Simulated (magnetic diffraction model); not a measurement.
## Solving a magnetic structure from powder neutron data: K4MnF6

Space group R-3c (no. 167), a = 10.6280 Å, c = 13.0640 Å.

```csv
site,atom,x,y,z
6b,Mn,1/3,2/3,1/6
18e,K,0.0479,1/3,0.0833
6a,K,1/3,2/3,0.4167
36f,F,0.5227,0.6959,0.2682
```

The compound is invented for this exercise: a known structure type with other elements, its cell scaled to their sizes and not relaxed.

Only Mn is taken to order (form factors of Mn2+); orders and moment sizes are assumed, and not adapted to the symmetry. Radiation: neutrons of λ = 2.36 Å, 2° to 60°; isotropic B of 0.67 Å² (Mn), 0.67 Å² (K) and 1 Å² (F). Simulated constant-wavelength pattern: nuclear and magnetic terms add, the magnetic one as |2.695 fm × Σ f S⊥ exp(2πi Q·r) exp(−B s²)|², summed over all Q at one angle with the factor 1/(sin²θ cos θ). For a modulated order the moment at position r is S exp(−2πi k·r) + c.c., with S = m/2 for a sine wave of amplitude m and S = m(u + iv)/2 for moments turning in a plane, u and v being orthogonal unit vectors in it; the phase factor of the sum at Q = H + k is then exp(2πi H·r). Free-ion form factors, Sears's scattering lengths of 1992, no absorption; a label names one of the reflections at its angle. The strongest nuclear line in the range is 100, and lines under 0.2 are left out.

Above the ordering temperature:

```
2θ (°)    index      I
 25.66  (1 1 0)    1.9
 36.56  (2 0 2)   10.5
 41.02  (1 1 3)    0.4
 41.10  (2 1 1)   19.0
 45.09  (1 0 4)   65.8
 45.20  (1 2 2)   99.0
 45.24  (3 0 0)    2.4
 52.60  (0 2 4)    1.0
 52.73  (2 2 0)   44.8
 56.20  (1 3 1)  100.0
 59.41  (2 1 4)   41.2
 59.51  (3 1 2)    1.1
```

Below it (cell unchanged):

| 2θ (°) | I |
| --- | --- |
| 8.49 | 59.9 |
| 17.03 | 14.1 |
| 22.52 | 28.4 |
| 22.59 | 15.2 |
| 25.66 | 1.9 |
| 27.01 | 16.1 |
| 30.90 | 21.3 |
| 30.96 | 7.3 |
| 34.44 | 2.8 |
| 36.56 | 10.5 |
| 37.60 | 11.7 |
| 37.65 | 4.4 |
| 40.59 | 4.6 |
| 41.02 | 0.4 |
| 41.10 | 19.0 |
| 43.28 | 6.0 |
| 43.40 | 7.5 |
| 43.44 | 1.5 |
| 45.09 | 65.8 |
| 45.20 | 99.0 |
| 45.24 | 2.4 |
| 45.97 | 4.8 |
| 46.12 | 2.5 |
| 48.53 | 7.8 |
| 48.64 | 2.6 |
| 48.68 | 2.2 |
| 51.10 | 4.4 |
| 52.60 | 1.0 |
| 52.73 | 44.8 |
| 53.38 | 5.5 |
| 53.48 | 3.8 |
| 53.52 | 1.6 |
| 55.69 | 2.3 |
| 56.20 | 100.0 |
| 57.95 | 4.0 |
| 58.04 | 2.9 |
(The table stops after 36 lines; 3 more lie at higher angle.)

**Question.** Check that the new lines index with k = (1/3 1/3 0), then choose among these models:
A. a sine wave with moments along [100] (amplitudes given), 4.59 μB on Mn; signs + at (1/3, 2/3, 1/6), + at (0, 0, 0)
B. a sine wave with moments along [010] (amplitudes given), 4.59 μB on Mn; signs + at (1/3, 2/3, 1/6), + at (0, 0, 0)
C. moments turning in the plane of [100] and [010], 4.59 μB on Mn; signs + at (1/3, 2/3, 1/6), + at (0, 0, 0)
D. moments turning in the plane of [010] and [001], 4.59 μB on Mn; signs + at (1/3, 2/3, 1/6), + at (0, 0, 0)

The new lines index as (1/3 1/3 0) at 8.49°, (2/3 2/3 0) at 17.03°, (-1/3 2/3 2) at 22.52° and (5/3 -4/3 0) at 22.59°, that is as H ± k with k = (1/3 1/3 0), one of 3 inequivalent arms of its star (k and −k counted as one), which a powder can't tell apart. Satellites come in pairs about each point of the reciprocal lattice.

Magnetic intensity, observed (below minus above) and for each model:

| 2θ (°) | index | observed | A | B | C | D |
| --- | --- | --- | --- | --- | --- | --- |
| 8.49 | (1/3 1/3 0) | 59.9 | 44.9 | 44.9 | 59.9 | 104.7 |
| 17.03 | (2/3 2/3 0) | 14.1 | 10.6 | 10.6 | 14.1 | 24.6 |
| 22.52 | (-1/3 2/3 2) | 28.4 | 13.9 | 13.9 | 28.4 | 16.1 |
| 22.59 | (5/3 -4/3 0) | 15.2 | 4.1 | 4.1 | 15.2 | 19.2 |
| 27.01 | (4/3 -2/3 2) | 16.1 | 7.5 | 7.5 | 16.1 | 11.6 |
| 30.90 | (1/3 4/3 2) | 21.3 | 11.6 | 11.6 | 21.3 | 19.4 |
| 30.96 | (7/3 -2/3 0) | 7.3 | 3.6 | 3.6 | 7.3 | 10.8 |
| 37.60 | (2/3 5/3 2) | 11.7 | 5.9 | 5.9 | 11.7 | 12.0 |

Model C matches.

The structure used: k = (1/3 1/3 0), moments turning in the plane of [100] and [010], 4.59 μB on Mn; signs + at (1/3, 2/3, 1/6), + at (0, 0, 0).

[Logs are printed without paths, hosts, clocks, repeated set-up lines and the standing remarks that a program may print on its own settings, such as how far it seeks lower states.]
